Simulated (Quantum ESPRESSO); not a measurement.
# Voltage at the next charge: K(110), 5 layers against an electrode

Method. Quantum ESPRESSO 7.5, PBE, GBRV ultrasoft; ESM with bc3, a metal electrode 5.00 Å above the top atoms; cell area 19.341 Å²; ions fixed. V is the potential energy of an electron at the electrode over the slab's Fermi level, divided by e, so that it equals the work function at zero charge; positive charge removes electrons.

```
charge (e a cell)  V (V)
                0  2.338
            0.029  3.006
            0.058  3.750
```

To predict: What is V at a charge of 0.116 e, and what capacitance do the rows imply?

**Fit.** The last two rows give dV/dq = (3.750 − 3.006)/(0.058 − 0.029) = 25.7 V/e, so C = 1602/(19.341 × 25.7) = 3.23 µF/cm², an effective gap of 8.854/3.23 = 2.74 Å. At constant C, V = 3.750 + 25.7 × 0.058 = 5.24 V.

What the calculation gave: V = 5.430 V; the estimate misses by −0.19 V, 11.4 % of the step. Over the three intervals C goes 3.60, 3.23 and 2.86 µF/cm²: it falls as electrons leave, the surface charge drawing back towards the atoms.

**Limits.** Vacuum fills the gap; a dielectric or electrolyte would change C. The slab is thin.

[Logs are printed without paths, hosts, clocks, repeated set-up lines and the standing remarks that a program may print on its own settings, such as how far it seeks lower states.]
